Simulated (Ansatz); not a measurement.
# Lattice dynamics of Sc3SnC (Pm-3m), part 2 of 2

Aim: the vibrations of Sc3SnC (Pm-3m), their spectra, and whether the structure is stable.

Ansatz 0.2.0; DFT PBEsol, scalar-relativistic, plane waves, PAW; PAW set soft_1.

So far. Step 3 (Relaxing to small forces for the phonons): The forces vanish by symmetry and the pressure is 0.000 GPa, within the tolerances set. The cell now holds 18.00 Å³/atom. Step 4 (Modes at Γ): Before it was imposed, the acoustic sum rule was missed by 9.1e-5 eV/Å². Small misses are needed for a sound result but don't prove that mesh and cutoff are converged. The lowest optical mode is real, 145 cm⁻¹. The relaxed cell has a = 4.481 Å (conventional setting).

**5. Phonons on a q mesh (continued)**

Harmonic thermodynamic functions per atom, from the density of states. Interpolated from a 4×4×4 q mesh. Thermodynamic functions, by row:

| T (K) | F_vib (meV/atom) | S (J/mol-atom/K) | C_V (J/mol-atom/K) |
| --- | --- | --- | --- |
| 0 | 47.76 | 0 | 0 |
| 50 | 47.57 | 1.547 | 4.182 |
| 100 | 45.45 | 6.86 | 11.48 |
| 200 | 32.68 | 17.4 | 18.62 |
| 300 | 10.22 | 25.58 | 21.51 |
| 400 | -19.73 | 31.97 | 22.84 |
| 500 | -55.64 | 37.15 | 23.54 |
| 600 | -96.45 | 41.48 | 23.95 |
| 700 | -141.4 | 45.2 | 24.2 |
| 800 | -190 | 48.44 | 24.37 |
| 900 | -241.7 | 51.32 | 24.49 |
| 1000 | -296.2 | 53.9 | 24.57 |

Harmonic mean-square displacement, third of the trace. Interpolated from a 4×4×4 q mesh. Mean square displacements, by row:

| T (K) | Sc1 U_eq (Å²) | Sc2 U_eq (Å²) | Sc3 U_eq (Å²) | Sn4 U_eq (Å²) | C5 U_eq (Å²) |
| --- | --- | --- | --- | --- | --- |
| 0 | 0.00191 | 0.00191 | 0.00191 | 0.0013 | 0.003 |
| 100 | 0.00237 | 0.00237 | 0.00237 | 0.00209 | 0.00319 |
| 300 | 0.00507 | 0.00507 | 0.00507 | 0.00541 | 0.00448 |
| 600 | 0.0097 | 0.0097 | 0.0097 | 0.01065 | 0.00746 |

Symmetry leaves 10 wavevectors to solve. The lowest mode among them, the acoustic zeros apart, lies at q = (0, 0, 0.25) and is real, 70.5 cm⁻¹.

**6. Isotope substitution, element C, natural mass 12.011 amu**

An isotope changes the mass and not the force constants, so no new electronic calculation is needed; the shifts show which modes move this element.

The same force constants with the mass of C changed from 12.011 to 13.003 u (phonopy, no LO-TO term). Both lists are sorted by frequency; levels can cross, so a row need not hold one and the same mode. Modes under 3 cm⁻¹ are left out. Isotope shifts, by row, the first 40 of 57 rows:

| q | rank | natural mass (cm⁻¹) | changed mass (cm⁻¹) |
| --- | --- | --- | --- |
| 0 0 0 | 4 | 145.5 | 145.3 |
| 0 0 0 | 5 | 145.5 | 145.3 |
| 0 0 0 | 6 | 145.5 | 145.3 |
| 0 0 0 | 7 | 220.8 | 220.8 |
| 0 0 0 | 8 | 220.8 | 220.8 |
| 0 0 0 | 9 | 220.8 | 220.8 |
| 0 0 0 | 10 | 274.8 | 274 |
| 0 0 0 | 11 | 274.8 | 274 |
| 0 0 0 | 12 | 274.8 | 274 |
| 0 0 0 | 13 | 515.5 | 498.4 |
| 0 0 0 | 14 | 515.5 | 498.4 |
| 0 0 0 | 15 | 515.5 | 498.4 |
| 0 0 0.25 | 1 | 70.54 | 70.45 |
| 0 0 0.25 | 2 | 70.54 | 70.45 |
| 0 0 0.25 | 3 | 99.61 | 99.58 |
| 0 0 0.25 | 4 | 148.6 | 148.4 |
| 0 0 0.25 | 5 | 148.6 | 148.4 |
| 0 0 0.25 | 6 | 174.5 | 174.4 |
| 0 0 0.25 | 7 | 198.6 | 198.6 |
| 0 0 0.25 | 8 | 213.3 | 213.3 |
| 0 0 0.25 | 9 | 213.3 | 213.3 |
| 0 0 0.25 | 10 | 267.6 | 266.6 |
| 0 0 0.25 | 11 | 267.6 | 266.6 |
| 0 0 0.25 | 12 | 290.7 | 290.2 |
| 0 0 0.25 | 13 | 511.4 | 494.5 |
| 0 0 0.25 | 14 | 511.4 | 494.5 |
| 0 0 0.25 | 15 | 527.2 | 507.9 |
| 0 0 -0.5 | 1 | 105.7 | 105.7 |
| 0 0 -0.5 | 2 | 105.7 | 105.7 |
| 0 0 -0.5 | 3 | 123.1 | 123.1 |
| 0 0 -0.5 | 4 | 150.2 | 149.8 |
| 0 0 -0.5 | 5 | 150.2 | 149.8 |
| 0 0 -0.5 | 6 | 173 | 173 |
| 0 0 -0.5 | 7 | 195.7 | 195.7 |
| 0 0 -0.5 | 8 | 205.6 | 205.6 |
| 0 0 -0.5 | 9 | 205.6 | 205.6 |
| 0 0 -0.5 | 10 | 259.1 | 258 |
| 0 0 -0.5 | 11 | 259.1 | 258 |
| 0 0 -0.5 | 12 | 313.7 | 313.7 |
| 0 0 -0.5 | 13 | 506.2 | 489.7 |

A mode of this element alone would shift by -3.89 %. The highest zone-centre frequency without the field goes from 515.5 to 498.4 cm⁻¹ (-3.3 %). The product of the frequency ratios over all optical modes at Γ is 0.893; the product rule, (m/m′)^(3k/2) (M′/M)^(3/2) with k = 1 such atoms and M the mass of the cell, gives 0.893.

**7. Isotope substitution, element Sn, natural mass 118.71 amu**

The same for Sn, from 118.71 to 123.91 u.

The same force constants with the mass of Sn changed from 118.710 to 123.905 u (phonopy, no LO-TO term). Both lists are sorted by frequency; levels can cross, so a row need not hold one and the same mode. Modes under 3 cm⁻¹ are left out. Isotope shifts, by row, the first 40 of 57 rows:

| q | rank | natural mass (cm⁻¹) | changed mass (cm⁻¹) |
| --- | --- | --- | --- |
| 0 0 0 | 4 | 145.5 | 143.8 |
| 0 0 0 | 5 | 145.5 | 143.8 |
| 0 0 0 | 6 | 145.5 | 143.8 |
| 0 0 0 | 7 | 220.8 | 220.8 |
| 0 0 0 | 8 | 220.8 | 220.8 |
| 0 0 0 | 9 | 220.8 | 220.8 |
| 0 0 0 | 10 | 274.8 | 274.8 |
| 0 0 0 | 11 | 274.8 | 274.8 |
| 0 0 0 | 12 | 274.8 | 274.8 |
| 0 0 0 | 13 | 515.5 | 515.5 |
| 0 0 0 | 14 | 515.5 | 515.5 |
| 0 0 0 | 15 | 515.5 | 515.5 |
| 0 0 0.25 | 1 | 70.54 | 69.65 |
| 0 0 0.25 | 2 | 70.54 | 69.65 |
| 0 0 0.25 | 3 | 99.61 | 97.88 |
| 0 0 0.25 | 4 | 148.6 | 147.3 |
| 0 0 0.25 | 5 | 148.6 | 147.3 |
| 0 0 0.25 | 6 | 174.5 | 173.8 |
| 0 0 0.25 | 7 | 198.6 | 198.6 |
| 0 0 0.25 | 8 | 213.3 | 213.2 |
| 0 0 0.25 | 9 | 213.3 | 213.2 |
| 0 0 0.25 | 10 | 267.6 | 267.6 |
| 0 0 0.25 | 11 | 267.6 | 267.6 |
| 0 0 0.25 | 12 | 290.7 | 290.7 |
| 0 0 0.25 | 13 | 511.4 | 511.4 |
| 0 0 0.25 | 14 | 511.4 | 511.4 |
| 0 0 0.25 | 15 | 527.2 | 527.1 |
| 0 0 -0.5 | 1 | 105.7 | 103.5 |
| 0 0 -0.5 | 2 | 105.7 | 103.5 |
| 0 0 -0.5 | 3 | 123.1 | 120.5 |
| 0 0 -0.5 | 4 | 150.2 | 150.2 |
| 0 0 -0.5 | 5 | 150.2 | 150.2 |
| 0 0 -0.5 | 6 | 173 | 173 |
| 0 0 -0.5 | 7 | 195.7 | 195.7 |
| 0 0 -0.5 | 8 | 205.6 | 205.3 |
| 0 0 -0.5 | 9 | 205.6 | 205.3 |
| 0 0 -0.5 | 10 | 259.1 | 259.1 |
| 0 0 -0.5 | 11 | 259.1 | 259.1 |
| 0 0 -0.5 | 12 | 313.7 | 313.7 |
| 0 0 -0.5 | 13 | 506.2 | 506.2 |

A mode of this element alone would shift by -2.12 %. The highest zone-centre frequency without the field goes from 515.5 to 515.5 cm⁻¹ (-0.0 %). The product of the frequency ratios over all optical modes at Γ is 0.965; the product rule, (m/m′)^(3k/2) (M′/M)^(3/2) with k = 1 such atoms and M the mass of the cell, gives 0.965.

**8. What came out**

| Quantity | Value |
| --- | --- |
| space group after relaxation (within 0.01 Å) | Pm-3m |
| volume per atom | 18.0 Å³ |
| electronic character | no gap on this mesh |
| highest optical mode at the zone centre (no LO-TO term) | 515 cm⁻¹ |
| lowest optical zone-centre mode | 145 cm⁻¹ |
| lowest mode on the q mesh (acoustic modes at Γ apart) | 70.5 cm⁻¹ |
| highest frequency on the path or at a solved wavevector | 563 cm⁻¹ |
| zero-point energy per atom | 47.8 meV |
| heat capacity at 300 K | 21.5 J/(mol atoms K) |
| vibrational entropy at 300 K | 25.6 J/(mol atoms K) |
| Debye temperature (second moment) | 551 K |
| imaginary modes on the 4×4×4 q mesh | none |

**Reading.** The structure is a minimum as far as tested: no mode is imaginary at the 10 irreducible wavevectors of the 4×4×4 mesh, and the softest away from the acoustic zeros lies at 71 cm⁻¹. The optical modes at Γ span 145 to 515 cm⁻¹. The highest mode in this list at Γ, 515.5 cm⁻¹, is mostly motion of C (86 % of the kinetic energy). On the path and the mesh, the widest gap between branches runs from 379 to 506 cm⁻¹. With no gap, or one that is small against the smearing, the frequencies hang on the k mesh and the smearing, most of all near Kohn anomalies. The phonon runs are without spin polarisation, although the cell has an odd electron count. Spin-orbit coupling is left out, which can matter for the heavy elements here. The PAW files were made for PBE and serve the other functionals too. These are harmonic frequencies at zero temperature: anharmonic shifts, linewidths and thermal expansion are left out.

[Hosts, paths, dates, database ids (printed as entryN), source tags and the programs' standing remarks are cut or masked in the printed files.]
